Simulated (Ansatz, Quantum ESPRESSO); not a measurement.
# NaF (Villiaumite): Raman and infrared activity

Wanted: vibrational spectra of NaF (Villiaumite) from linear and non-linear response.

Main program and level: Quantum ESPRESSO 8.0 development, patched; DFT LDA, scalar-relativistic, plane waves, PseudoDojo norm-conserving pseudopotentials.

### Step 1. Starting point

Symmetry: Fm-3m, No. 225, cubic system. The conventional cell has a = 4.640 Å, b = 4.640 Å, c = 4.640 Å, α = 90.00°, β = 90.00°, γ = 90.00°. Nearest to Na lie 6 F at 2.32 Å. Nearest to F lie 6 Na at 2.32 Å. Farther neighbours and most contacts between anions are not listed.

Structure file:

```
CELL_PARAMETERS angstrom
-2.32000 0.00000 2.32000
0.00000 2.32000 2.32000
-2.32000 2.32000 0.00000
ATOMIC_POSITIONS crystal
Na 0.00000 0.00000 0.00000
F 0.50000 0.50000 0.50000
```

### Step 2. A first look

A cheap run with smearing and empty bands tells whether the crystal has a gap, which decides between fixed occupations and smearing later on.

Contents of probe.in:

```
 &control
    calculation='scf',
    prefix='x',
    outdir='./tmp',
    pseudo_dir='./pseudo',
    tprnfor=.true.,
    tstress=.true.,
    verbosity='high',
 /
 &system
    ibrav=2,
    celldm(1)=8.76832922,
    nat=2,
    ntyp=2,
    ecutwfc=88.0,
    occupations='smearing',
    smearing='gaussian',
    degauss=0.01,
 /
 &electrons
    conv_thr=1.0d-07,
    mixing_beta=0.7,
    electron_maxstep=100,
 /
ATOMIC_SPECIES
 Na     22.9898  Na.upf
 F      18.9984  F.upf
ATOMIC_POSITIONS crystal
 Na     0.000000000   0.000000000   0.000000000
 F      0.500000000   0.500000000   0.500000000
K_POINTS automatic
 6 6 6 0 0 0
```

Launch:

```bash
> OMP_NUM_THREADS=1 mpirun -n 2 pw.x -nk 2 -in probe.in > probe.out
```

What it wrote:

```text
[banners, grids, parts of the stress and lines that vanish by symmetry left out]
Program PWSCF v.8.0dev
     bravais-lattice index     =            2
     lattice parameter (alat)  =       8.7683  a.u.
[...]
kinetic-energy cutoff     =      88.0000  Ry
     charge density cutoff     =     352.0000  Ry
     scf convergence threshold =      1.0E-07
[...]
Exchange-correlation= SLA-PW-NOGX-NOGC
                           (   1   4   0   0   0   0   0)
[...]
48 Sym. Ops., with inversion, found
[...]
(     0          1          0      )
                  (     0          0          1      )
[...]
(  0.0000000  1.0000000  0.0000000 )
                  (  0.0000000  0.0000000  1.0000000 )
[...]
(     1          0         -1      )
                  (     0          0         -1      )
[...]
(  0.0000000 -1.0000000  0.0000000 )
[...]
(     0          1         -1      )
                  (     0          1          0      )
[...]
( -1.0000000  0.0000000  0.0000000 )
                  (  0.0000000  1.0000000  0.0000000 )
[...]
number of k points=    16  Gaussian smearing, width (Ry)=  0.0100
[...]
End of self-consistent calculation
[...]
the Fermi energy is     5.3713 ev
!    total energy              =    -140.61470111 Ry
[...]
convergence has been achieved in   7 iterations
[...]
atom    1 type  1   force =     0.00000000    0.00000000    0.00000000
     atom    2 type  2   force =     0.00000000    0.00000000    0.00000000
[...]
Total force =     0.000000     Total SCF correction =     0.000000
[...]
total   stress  (Ry/bohr**3)                   (kbar)     P=      -44.80
[...]
XML data file, charge density, pseudopotentials, collected wavefunctions

   JOB DONE.
```

Run time: 3 s. Hardware: 2 MPI ranks of AMD EPYC 9R14 (Zen 4), shared host.

Numbers from this step:

```yaml
volume_per_atom: 12.49 Å³
pressure: -4.480 GPa
gap_on_the_k_mesh: 5.971 eV
```

A gap of 6.0 eV opens on this mesh, so the crystal is taken as an insulator; the start stands at -4.5 GPa.

### Step 3. Relaxing the cell and atoms

The relaxation runs at a cutoff a fifth above that of the response, since stress converges more slowly with the basis than frequencies do. Forces and stress are brought to rest with tight thresholds.

Contents of relax.in:

```
 &control
    calculation='vc-relax',
    prefix='x',
    outdir='./tmp',
    pseudo_dir='./pseudo',
    tprnfor=.true.,
    tstress=.true.,
    forc_conv_thr=2.0d-05,
    etot_conv_thr=1.0d-07,
    nstep=40,
 /
 &system
    ibrav=2,
    celldm(1)=8.76832922,
    nat=2,
    ntyp=2,
    ecutwfc=106,
    occupations='fixed',
    nbnd=10,
 /
 &electrons
    conv_thr=1.0d-11,
    mixing_beta=0.7,
    electron_maxstep=100,
 /
 &ions
 /
 &cell
    press_conv_thr=0.2,
 /
ATOMIC_SPECIES
 Na     22.9898  Na.upf
 F      18.9984  F.upf
ATOMIC_POSITIONS crystal
 Na     0.000000000   0.000000000   0.000000000
 F      0.500000000   0.500000000   0.500000000
K_POINTS automatic
 8 8 8 0 0 0
```

Launch:

```bash
> OMP_NUM_THREADS=1 mpirun -n 2 pw.x -nk 2 -in relax.in > relax.out
```

What it wrote:

```text
[banners, grids, parts of the stress and lines that vanish by symmetry left out]
[banner, memory and clock lines left out]
Program PWSCF v.8.0dev

[...]
kinetic-energy cutoff     =     106.0000  Ry
     charge density cutoff     =     424.0000  Ry
     scf convergence threshold =      1.0E-11
[...]
energy convergence thresh.=      1.0E-07
     force convergence thresh. =      2.0E-05
     press convergence thresh. =      2.0E-01
     Exchange-correlation= SLA-PW-NOGX-NOGC
                           (   1   4   0   0   0   0   0)
[...]
48 Sym. Ops., with inversion, found
[...]
number of k points=    29
[...]
End of self-consistent calculation
[...]
highest occupied, lowest unoccupied level (ev):     0.4643    6.4353
!    total energy              =    -140.61474809 Ry
[...]
convergence has been achieved in  10 iterations
[...]
atom    1 type  1   force =     0.00000000   -0.00000000    0.00000000
     atom    2 type  2   force =     0.00000000    0.00000000    0.00000000
     Total force =     0.000000     Total SCF correction =     0.000000
[...]
total   stress  (Ry/bohr**3)                   (kbar)     P=      -44.82
[...]
number of bfgs steps    =   0
[...]
CELL_PARAMETERS (alat=  8.76832922)
[...]
ATOMIC_POSITIONS (crystal)
Na               0.0000000000        0.0000000000       -0.0000000000
F                0.5000000000        0.5000000000        0.5000000000
[...]
New effective cutoffs (rho, wfc):  429.63  107.63
[...]
End of self-consistent calculation
[...]
highest occupied, lowest unoccupied level (ev):     0.6333    6.7272
!    total energy              =    -140.61579117 Ry
[...]
convergence has been achieved in   7 iterations
[...]
atom    1 type  1   force =     0.00000000    0.00000000    0.00000000
     atom    2 type  2   force =     0.00000000    0.00000000   -0.00000000
     Total force =     0.000000     Total SCF correction =     0.000000
[...]
total   stress  (Ry/bohr**3)                   (kbar)     P=      -35.26
[...]
number of bfgs steps    =   1
[...]
CELL_PARAMETERS (alat=  8.76832922)
[...]
ATOMIC_POSITIONS (crystal)
Na               0.0000000000        0.0000000000       -0.0000000000
F                0.5000000000        0.5000000000        0.5000000000
[...]
New effective cutoffs (rho, wfc):  439.70  110.15
[...]
End of self-consistent calculation
[...]
highest occupied, lowest unoccupied level (ev):     0.8997    7.1871
!    total energy              =    -140.61682995 Ry
[...]
convergence has been achieved in   8 iterations
[...]
atom    1 type  1   force =     0.00000000    0.00000000    0.00000000
     atom    2 type  2   force =     0.00000000    0.00000000    0.00000000
     Total force =     0.000000     Total SCF correction =     0.000000
[...]
total   stress  (Ry/bohr**3)                   (kbar)     P=      -18.51
[...]
number of bfgs steps    =   2
[...]
CELL_PARAMETERS (alat=  8.76832922)
[...]
ATOMIC_POSITIONS (crystal)
[...]
New effective cutoffs (rho, wfc):  450.69  112.90
[...]
End of self-consistent calculation
[...]
highest occupied, lowest unoccupied level (ev):     1.1979    7.7018
!    total energy              =    -140.61715488 Ry
[...]
convergence has been achieved in   8 iterations
[...]
atom    1 type  1   force =    -0.00000000   -0.00000000   -0.00000000
     atom    2 type  2   force =     0.00000000   -0.00000000    0.00000000
     Total force =     0.000000     Total SCF correction =     0.000000
[...]
total   stress  (Ry/bohr**3)                   (kbar)     P=        2.73
[...]
number of bfgs steps    =   3
[...]
CELL_PARAMETERS (alat=  8.76832922)
[...]
ATOMIC_POSITIONS (crystal)
[...]
New effective cutoffs (rho, wfc):  449.28  112.55
[...]
End of self-consistent calculation
[...]
highest occupied, lowest unoccupied level (ev):     1.1593    7.6352
!    total energy              =    -140.61716113 Ry
[...]
convergence has been achieved in   7 iterations
[...]
atom    1 type  1   force =     0.00000000    0.00000000    0.00000000
     atom    2 type  2   force =     0.00000000    0.00000000    0.00000000
     Total force =     0.000000     Total SCF correction =     0.000000
[...]
total   stress  (Ry/bohr**3)                   (kbar)     P=       -0.17
[...]
number of bfgs steps    =   4
[...]
CELL_PARAMETERS (alat=  8.76832922)
[...]
ATOMIC_POSITIONS (crystal)
[...]
New effective cutoffs (rho, wfc):  449.36  112.57
[...]
End of self-consistent calculation
[...]
highest occupied, lowest unoccupied level (ev):     1.1615    7.6390
!    total energy              =    -140.61716116 Ry
[...]
convergence has been achieved in   5 iterations
[...]
atom    1 type  1   force =     0.00000000    0.00000000    0.00000000
     atom    2 type  2   force =     0.00000000    0.00000000    0.00000000
     Total force =     0.000000     Total SCF correction =     0.000000
[...]
total   stress  (Ry/bohr**3)                   (kbar)     P=       -0.00
[...]
bfgs converged in   6 scf cycles and   5 bfgs steps
[...]
End of BFGS Geometry Optimization
     Final enthalpy           =    -140.6171611577 Ry
     File ./tmp/x.bfgs deleted, as requested
[...]
CELL_PARAMETERS (alat=  8.76832922)
[...]
ATOMIC_POSITIONS (crystal)
Na              -0.0000000000        0.0000000000       -0.0000000000
F                0.5000000000        0.5000000000        0.5000000000
[...]
Final scf calculation at the relaxed structure.
[...]
kinetic-energy cutoff     =     106.0000  Ry
     charge density cutoff     =     424.0000  Ry
     scf convergence threshold =      1.0E-13
[...]
press convergence thresh. =      2.0E-01
     Exchange-correlation= SLA-PW-NOGX-NOGC
                           (   1   4   0   0   0   0   0)
[...]
48 Sym. Ops., with inversion, found
[...]
number of k points=    29
[...]
End of self-consistent calculation
[...]
highest occupied, lowest unoccupied level (ev):     1.1615    7.6391
!    total energy              =    -140.61715870 Ry
[...]
convergence has been achieved in  11 iterations
[...]
atom    1 type  1   force =     0.00000000    0.00000000    0.00000000
     atom    2 type  2   force =    -0.00000000   -0.00000000    0.00000000
     Total force =     0.000000     Total SCF correction =     0.000000
[...]
total   stress  (Ry/bohr**3)                   (kbar)     P=       -0.02
[...]
XML data file, charge density, pseudopotentials, collected wavefunctions
```

Run time: 30 s. Hardware: 2 MPI ranks.

Relaxation path:

```csv
step,energy less that of the first step (eV),largest force (eV/Å),pressure (GPa),volume (Å³)
1,0.0000,0.0000,-4.48,24.97
2,-0.0142,0.0000,-3.53,24.41
3,-0.0283,0.0000,-1.85,23.57
4,-0.0327,0.0000,0.27,22.72
5,-0.0328,0.0000,-0.02,22.82
6,-0.0328,0.0000,0.00,22.82
7,-0.0328,0.0000,0.00,22.82
```

```csv
"conventional cell, symmetrised",before,after,change
a (Å),4.640,4.502,-3.0 %
b (Å),4.640,4.502,-3.0 %
c (Å),4.640,4.502,-3.0 %
volume (Å³/atom),12.49,11.41,-8.6 %
```

Final coordinates:

```
Na F
1.0
    -2.25122    0.00000    2.25122
     0.00000    2.25122    2.25122
    -2.25122    2.25122    0.00000
Na F
1 1
Direct
  0.00000 0.00000 0.00000
  0.50000 0.50000 0.50000
```

The last row of the table of steps is pw.x's closing run on a basis chosen anew for the final cell, so its energy can jump.

This step gave:

```
volume per atom   : 11.41 Å³
pressure          : -0.002 GPa
gap on the k-mesh : 6.478 eV
```

The volume changes by -8.6 % from the cell with which this run began.

### Step 4. Self-consistent run for the response

Perturbation theory inherits every error of the wavefunctions, so the threshold is set near the limit of the arithmetic. With a gap, occupations are fixed, which also allows the response to an electric field.

Contents of scf.in:

```
 &control
    calculation='scf',
    prefix='x',
    outdir='./tmp',
    pseudo_dir='./pseudo',
    tprnfor=.true.,
    tstress=.true.,
 /
 &system
    ibrav=2,
    celldm(1)=8.50836024,
    nat=2,
    ntyp=2,
    ecutwfc=88.0,
    occupations='fixed',
    nbnd=10,
 /
 &electrons
    conv_thr=1.0d-12,
    mixing_beta=0.7,
    electron_maxstep=100,
 /
ATOMIC_SPECIES
 Na     22.9898  Na.upf
 F      18.9984  F.upf
ATOMIC_POSITIONS crystal
 Na     0.000000000   0.000000000   0.000000000
 F      0.500000000   0.500000000   0.500000000
K_POINTS automatic
 8 8 8 0 0 0
```

Launch:

```bash
> OMP_NUM_THREADS=1 mpirun -n 2 pw.x -nk 2 -in scf.in > scf.out
```

What it wrote:

```text
[banners, grids, parts of the stress and lines that vanish by symmetry left out]
[banner, memory and clock lines left out]
Program PWSCF v.8.0dev

[...]
kinetic-energy cutoff     =      88.0000  Ry
     charge density cutoff     =     352.0000  Ry
     scf convergence threshold =      1.0E-12
[...]
Exchange-correlation= SLA-PW-NOGX-NOGC
                           (   1   4   0   0   0   0   0)
[...]
48 Sym. Ops., with inversion, found
[...]
number of k points=    29
[...]
End of self-consistent calculation
[...]
highest occupied, lowest unoccupied level (ev):     1.1615    7.6391
!    total energy              =    -140.61711208 Ry
[...]
convergence has been achieved in  11 iterations
[...]
atom    1 type  1   force =     0.00000000    0.00000000    0.00000000
     atom    2 type  2   force =     0.00000000    0.00000000    0.00000000
     Total force =     0.000000     Total SCF correction =     0.000000
[...]
total   stress  (Ry/bohr**3)                   (kbar)     P=       -0.02
[...]
XML data file, charge density, pseudopotentials, collected wavefunctions
```

Run time: 4.2 s. Hardware: 2 MPI ranks; 8 s of CPU time.

The cell stands at -0.002 GPa, close enough for phonons.

(Part 1 of 3 ends here.)

[Host names and launcher messages were left out of these logs when they were recorded.]

[Logs are printed without paths, hosts, clocks, repeated set-up lines and the standing remarks that a program may print on its own settings, such as how far it seeks lower states.]

[Hosts, paths, dates, database ids (printed as entryN), source tags and the programs' standing remarks are cut or masked in the printed files.]
